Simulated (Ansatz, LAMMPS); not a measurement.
# Localised basis functions on liquid dimethyl carbonate at 320 K (168 atoms), part 2 of 2

Aim: test how closely localised support functions follow the reference on liquid dimethyl carbonate at 320 K (168 atoms), and at what cost. A setting counts as converged where the r.m.s. difference of forces stays under 1 % of the r.m.s. force.

Ansatz 0.2.0; Kohn-Sham DFT, r2SCAN+D4, PAW (set soft_2), plane waves.

The cell: 42 C, 42 O and 84 H. The network of contacts between molecules at the start is that of the classical potential that made the cell. The density was typed from a rule of thumb and may lie off the real one at this temperature. Only the Γ point is sampled, in a cell whose shortest periodic width is 13 Å.

So far: Starting point; The classical run that made the cell; Plane-wave single point.

## 3. Plane-wave single point (continued)

Valence density in the bc plane at fractional x = 0.060, with atoms of H and C and O within 0.2 Å of it. It is the smooth field of the valence electrons, not physical close to the nuclei.

Ten steps, logarithmic in the rise over the least value, from '0' (0.0 e/Å³) to '9' (6.5 e/Å³), each cell a mean:
```
85334421000000000135652100023445799
63111112221000001346764100124655577
21001235542100013567764210125653222
00024566764200014676664310012321000
00125777665310012343333210000000000
00013445788631000011111100000000000
00000124799742000000000111111232100
00000012566421000012221244433565310
00000000122110000135543467655677420
00000000000000000135543456665554310
00112332100000000012333234443221100
12345664200000000001222112211000001
34567764200000000000111000000000012
33467753100000000000000000000000001
12246763100000100000000000123321000
00124542000000000000000100146643100
00001110000000000000012221246765321
00000011000000000000023332246666431
00000122210000000000012222245554320
00001244321000000000001111122321100
11122344443100000000000000000000001
34467655554310000000000000000000012
55689964333200000000000000001111245
75578863111000000012321000012334688
```
Columns run along b (12.5 Å), rows up along c (12.5 Å). Atoms in or near the plane, at fractional coordinates: H at (0.56, 0.62), C at (0.22, 0.83), O at (0.28, 0.73), H at (0.14, 0.81), H at (0.82, 0.35), C at (0.13, 0.45), H at (0.16, 0.37), O at (0.97, 0.98), O at (0.13, 0.04), H at (0.83, 0.90), C at (0.57, 0.88), H at (0.58, 0.97), H at (0.50, 0.85).

Mean Löwdin charges: C +0.10, H +0.21, O -0.35 e (they miss 1.4 % of the electrons, so they add up to more than the cell's charge). The largest share in the top eV of filled states is O p (86 % of the projected weight), and in the lowest eV of empty states C p (47 % of the projected weight).

## 4. Local order

These statistics describe the geometry on which the runs were made.

Density 1.07 g/cm³, 11.65 Å³ an atom.

Pair distribution functions g(r), in bins of 0.2 Å:

| r (Å) | total | H-H | H-C | H-O | C-C | C-O | O-O |
| --- | --- | --- | --- | --- | --- | --- | --- |
| 0.90 | 0.06 | 0.00 | 0.23 | 0.00 | 0.00 | 0.00 | 0.00 |
| 1.10 | 3.90 | 0.00 | 15.45 | 0.00 | 0.00 | 0.32 | 0.00 |
| 1.30 | 1.23 | 0.00 | 0.00 | 0.00 | 0.00 | 9.80 | 0.00 |
| 1.50 | 0.82 | 0.00 | 0.00 | 0.00 | 0.00 | 6.60 | 0.00 |
| 1.70 | 1.05 | 4.21 | 0.00 | 0.00 | 0.00 | 0.00 | 0.00 |
| 1.90 | 0.62 | 1.75 | 0.00 | 0.74 | 0.00 | 0.00 | 0.00 |
| 2.10 | 1.00 | 0.10 | 0.00 | 3.62 | 0.00 | 0.00 | 1.13 |
| 2.30 | 0.88 | 0.43 | 0.12 | 0.33 | 4.60 | 0.00 | 6.06 |
| 2.50 | 0.64 | 0.60 | 0.60 | 1.17 | 0.00 | 0.40 | 0.00 |
| 2.70 | 0.90 | 0.73 | 1.15 | 1.02 | 0.00 | 1.36 | 0.12 |
| 2.90 | 0.54 | 0.47 | 0.62 | 0.97 | 0.00 | 0.15 | 0.11 |
| 3.10 | 0.60 | 0.67 | 0.87 | 0.69 | 0.00 | 0.23 | 0.18 |
| 3.30 | 0.78 | 0.81 | 1.19 | 0.69 | 0.16 | 0.60 | 0.33 |
| 3.50 | 0.99 | 1.00 | 0.90 | 0.97 | 0.14 | 1.83 | 0.50 |
| 3.70 | 1.07 | 0.88 | 1.11 | 1.40 | 1.34 | 0.86 | 0.56 |
| 3.90 | 1.00 | 1.09 | 0.87 | 1.04 | 1.17 | 0.93 | 0.93 |
| 4.10 | 1.16 | 1.04 | 1.23 | 1.42 | 1.10 | 0.84 | 0.95 |
| 4.30 | 1.06 | 0.93 | 1.16 | 1.18 | 1.29 | 0.79 | 0.96 |
| 4.50 | 1.01 | 0.94 | 1.03 | 1.01 | 1.60 | 0.70 | 1.23 |
| 4.70 | 1.18 | 1.02 | 1.25 | 1.14 | 1.81 | 1.09 | 1.08 |
| 4.90 | 1.18 | 1.21 | 1.30 | 1.04 | 1.14 | 1.20 | 1.18 |
| 5.10 | 1.06 | 1.12 | 0.92 | 0.96 | 1.42 | 1.51 | 0.64 |
| 5.30 | 1.08 | 1.15 | 1.24 | 0.94 | 0.53 | 1.16 | 1.20 |
| 5.50 | 0.99 | 0.93 | 1.06 | 0.92 | 1.02 | 1.02 | 1.10 |
| 5.70 | 1.02 | 1.06 | 0.97 | 0.93 | 1.01 | 1.21 | 1.01 |
| 5.90 | 0.96 | 1.06 | 0.81 | 0.98 | 0.89 | 0.93 | 1.12 |
| 6.10 | 0.93 | 0.94 | 0.79 | 0.95 | 0.94 | 0.98 | 1.21 |

Bonds by pair of elements; cutoffs follow the first minimum of g(r), held within bounds set by covalent radii, and pairs that aren't listed don't count as bonded:

| pair A-B | cutoff (Å) | bonds | mean length (Å) | spread (Å) | shortest (Å) | B about A | A about B |
| --- | --- | --- | --- | --- | --- | --- | --- |
| H-C | 1.34 | 84 | 1.09 | 0.031 | 0.993 | 1 | 2 |
| C-O | 1.73 | 70 | 1.36 | 0.08 | 1.19 | 1.67 | 1.67 |

How many atoms have how many bonded neighbours:

| element | mean | 1 | 2 | 3 | 4 |
| --- | --- | --- | --- | --- | --- |
| C | 3.67 | 0 | 0 | 14 | 28 |
| H | 1 | 84 | 0 | 0 | 0 |
| O | 1.67 | 14 | 28 | 0 | 0 |

Bond angles, per cent of each kind in bins of 5°:

| angle (°) | H-C-O | H-C-H | O-C-O | C-O-C |
| --- | --- | --- | --- | --- |
| 90–95 | 0.0 | 1.2 | 0.0 | 0.0 |
| 95–100 | 0.0 | 3.6 | 0.0 | 0.0 |
| 100–105 | 17.9 | 15.5 | 2.4 | 0.0 |
| 105–110 | 38.1 | 41.7 | 26.2 | 17.9 |
| 110–115 | 22.6 | 28.6 | 4.8 | 64.3 |
| 115–120 | 20.2 | 7.1 | 0.0 | 17.9 |
| 120–125 | 1.2 | 1.2 | 31.0 | 0.0 |
| 125–130 | 0.0 | 1.2 | 31.0 | 0.0 |
| 130–135 | 0.0 | 0.0 | 4.8 | 0.0 |

Bond angles (no mean is given where the spread exceeds 20°):

| angle | count | mean (°) | spread (°) |
| --- | --- | --- | --- |
| H-C-O | 84 | 110 | 5 |
| H-C-H | 84 | 109 | 5.4 |
| O-C-O | 42 | 120 | 8.4 |
| C-O-C | 28 | 112 | 2.4 |

Bond length by coordination (bonds to H left out):

| element | coordination | atoms | mean bond length (Å) |
| --- | --- | --- | --- |
| C | 3 | 14 | 1.32 |
| C | 4 | 28 | 1.44 |
| O | 1 | 14 | 1.23 |
| O | 2 | 28 | 1.4 |

First main peaks of g(r), for some of the pairs, lie near 1.8 Å (H-H), 1.1 Å (H-C), 2.1 Å (H-O), 2.3 Å (C-C), 1.4 Å (C-O) and 2.3 Å (O-O). With the cutoffs above, 67 % of C atoms have 4, all H atoms have 1 and 67 % of O atoms have 2 bonded neighbours. The H-C-O angle averages 110° with a spread of 5°. Bonds at O atoms with 1 neighbour average 1.23 Å, against 1.40 Å at those with 2.

A closer look about H139, which bears the longest force: 10 atoms, nearest first, numbered in the order of the input, with positions taken from that point.

| atom | x | y | z | distance (Å) | bonds | Löwdin charge (e) | Fx | Fy | Fz (eV/Å) |
| --- | --- | --- | --- | --- | --- | --- | --- | --- | --- |
| H139 | 0.00 | 0.00 | 0.00 | 0.00 | 1 | 0.25 | 3.63 | 1.92 | -1.43 |
| C133 | -0.83 | -0.42 | 0.34 | 0.99 | 4 | -0.26 | -1.74 | -0.09 | 1.42 |
| H141 | -0.86 | -1.38 | -0.05 | 1.63 | 1 | 0.22 | -0.12 | -2.49 | -0.34 |
| H140 | -0.77 | -0.40 | 1.42 | 1.67 | 1 | 0.22 | -0.76 | 0.08 | 0.19 |
| O134 | -1.86 | 0.29 | -0.30 | 1.91 | 2 | -0.27 | -1.89 | 0.31 | 0.24 |
| H21 | 1.81 | -1.29 | 0.52 | 2.28 | 1 | 0.23 | 0.34 | 2.02 | -0.67 |
| H91 | -0.80 | 2.78 | 0.54 | 2.94 | 1 | 0.23 | 0.08 | -0.16 | -0.49 |
| H8 | -0.74 | -0.59 | -2.88 | 3.03 | 1 | 0.19 | -0.26 | -0.53 | 0.19 |
| H20 | 1.11 | -2.44 | 1.46 | 3.06 | 1 | 0.18 | -0.02 | -0.43 | 0.29 |
| C135 | -3.02 | 0.38 | 0.36 | 3.07 | 3 | 0.73 | -1.47 | 2.32 | 2.12 |

The column of bonds counts only the pairs H-C within 1.34 Å, C-O within 1.73 Å; other neighbours, such as metal atoms beside each other in a compound, aren't counted, and periodic images can show an atom twice.

## 5. Support functions medium

With localised support functions most steps grow linearly with size, though the diagonalisation grows faster unless the density matrix is cut; this run measures error and cost at this size.

This step: Kohn-Sham DFT, r2SCAN+D4, PAW (set soft_2), localised support functions (medium) (Ansatz 0.2.0).

input.yaml

```yaml
crystal:
  lattice:
    - [12.50847, 0.0, 0.0]
    - [0.0, 12.50847, 0.0]
    - [0.0, 0.0, 12.50847]
  atoms:
    [... the 168 atom lines of step 3 ...]
kpoints:
  mp_grid: { grid: [1, 1, 1] }
hamiltonian:
  xc: r2scan
  dispersion: d4
scf:
  occupations: { method: fixed }
  eigensolver: { kind: { support_functions: { accuracy: medium } } }
  max_iter: 150
output:
  forces: true
  eigenvalues: true
```

On the command line:

```bash
ansatz run input.yaml --threads 8 --pin off --max-ram 15872MiB --backend cpu --events-out ev --progress --plain --runs-dir out
```

The program printed:

```text
Warning: scf.eigensolver.kind.support_functions: disabling space-group detection — the functions' gradient is summed over unrotated k-points, so no spatial operation reduces the k-mesh or symmetrises the density; time reversal is kept, so that k and −k are solved as one point where they differ and the mesh holds both, and exact exchange and, on two spinor components, a DFT+U term hold to it where the run has them: [...]
settings of this run that can trade accuracy for cost: scf.eigensolver.kind.support_functions [...]
[...]
Crystal: 168 atoms, lattice volume = 1957.098 Å³
Basis set: ecut = 500 eV, 49557 PW (Γ), exchange–correlation on 324×324×324 points (27 copies of the dense FFT grid, shifted against one another)
Bands: 303, of which v1, the nominal top of the filled ones, is band 252 counted from 1 (251 counted from 0)
Symmetry: 1 space group operations
k-points: 1
[...]
SCF iter   1: F=—  HF=-35804.867515 eV  |F-HF|=—  |Δ(HF+E_count)|=         —  Δρ=1.09e-1  dr2=2.30e2  dr2_τ=2.49e1  ethr=1.00e-1
[...]
SCF iter  13: F=-35770.318106 eV  HF=-35770.318104 eV  |F-HF|=1.85e-6  |Δ(HF+E_count)|=   1.12e-5  Δρ=6.14e-6  dr2=1.71e-6  dr2_τ=9.86e-8  ethr=1.30e-9
SCF 1 converged in 13 iterations: F = -35770.325368 eV  dr2 = 1.71e-6
[...]
SCF converged after 13 iterations
Stability not checked: this state was not tested for a lower state beside it, because the mixer in use, unlike msr1, does not test its closes by its own steps (another_mixer; see scf.mixing.algorithm and scf.lower_state_search)
Free energy (F): -35770.325368 eV
[...]
Internal energy: -35770.325368 eV  (E = F + TS)
E sigma→0 (E₀):  -35770.325368 eV
Fermi energy:    -2.221257 eV
[...]
--- Forces (eV/Å), atoms counted from 1 ---
  atom   1  C     -1.25836694    -1.01800973     0.03033287
  atom   2  O      0.26777039     1.18339845     0.41351786
  atom   3  C      0.30239645     0.72339143    -1.88319795
  atom   4  O     -0.09166270    -0.22889560     0.76952988
  atom   5  O      0.08902161    -0.67726334     0.25888957
  atom   6  C     -1.78679983    -0.65145137    -1.84362455
  atom   7  H      0.66569533     0.34655925     0.18775786
  atom   8  H     -0.26066958    -0.52307704     0.19048629
  atom   9  H      0.18717018     0.89983240     0.09276877
  atom  10  H      1.08945595     0.28522112     0.08901908
  atom  11  H      0.81790670     0.34173337     1.54610474
  atom  12  H      0.11088210    -0.71881734     0.39683120
  atom  13  C      0.10771172    -2.27298992     0.57619711
  atom  14  O      0.30161157    -0.14105276    -0.87054875
[...]
atom 167  H     -0.24354558    -0.44730809     0.44508047
  atom 168  H      0.49015441    -0.10366774     0.59532554
  max |Σ_I F_I| component: 2.57e-3 eV/Å
--- Band table (eV) ---
[...]
```

The job ended after 5.6 min (8 threads of Arm Neoverse N1, shared host; peak memory 8.9 GiB; 44 min of CPU time).

The program notes that the band table was not solved further than the SCF left it and it switched symmetry off.

Keys that differ from the reference: support_functions.accuracy = "medium" and scf.max_iter = 150.

Forces differ from the reference by 3.1 meV/Å r.m.s., 0.32 % of their size, within a tolerance of 1 %; the energy by -3.1 meV/atom. It took 5.6 min and 13 cycles; the reference's time can't be set against it, since the two runs asked for unlike analyses.

## 6. Cost against change

Each row is set against the plane-wave reference (Kohn-Sham DFT, r2SCAN+D4, PAW (set soft_2), plane waves; r.m.s. force component 0.976 eV/Å). Energies are set beside the reference only for runs with its functional, potentials and electron count. Times are for 8 threads of Arm Neoverse N1, shared host. The reference's time includes the DOS, the stress and grids, which some other runs skip.

| run | Δ force, r.m.s. (meV/Å) | share of r.m.s. force (%) | Δ energy (meV/atom) | Δ gap (eV) | cycles | time | host memory (GiB) |
| --- | --- | --- | --- | --- | --- | --- | --- |
| reference | - | - | - | - | 11 | 80 s | 5.5 |
| support functions medium | 3.08 | 0.315 | -3.10 | -2.0e-4 | 13 | 5.6 min | 8.9 |

## 7. Results

* free energy per atom: -212.9155 eV/atom
* pressure: -1.898 GPa
* r.m.s. force component: 0.9764 eV/Å
* gap (highest filled to lowest empty level): 5.945 eV
* wall time of the 2 DFT runs: 6.9 min

What this shows: Against plane waves at 500 eV, the forces differ by 3.1 meV/Å (0.32 %) with support functions medium. At 168 atoms the run with support functions medium takes roughly 4.2 times the time of plane waves (whose run also made extra analyses, so the like-for-like ratio is larger), in 13 SCF cycles against 11. Differences between support functions and plane waves include what basis error the plane-wave run still has.

The highest filled and lowest empty levels differ by 5.94 eV (at Γ alone); a semilocal functional tends to put such gaps too low. In a disordered cell it changes from sample to sample and from frame to frame. With the cutoffs above, 67 % of C atoms have 4, all H atoms have 1 and 67 % of O atoms have 2 bonded neighbours.

What to keep in mind: The force components of 0.98 eV/Å r.m.s. come partly from thermal motion and partly from the difference between the classical potential and DFT, above all in bond lengths inside molecules. The pressure of -1.9 GPa is that of one thermal frame, in which the classical model's bond lengths enter as well as the volume, without the kinetic term and with the strain of bonds inside molecules.

[Logs are printed without paths, hosts, clocks, repeated set-up lines and the standing remarks that a program may print on its own settings, such as how far it seeks lower states.]

[Hosts, paths, dates, database ids (printed as entryN), source tags and the programs' standing remarks are cut or masked in the printed files.]
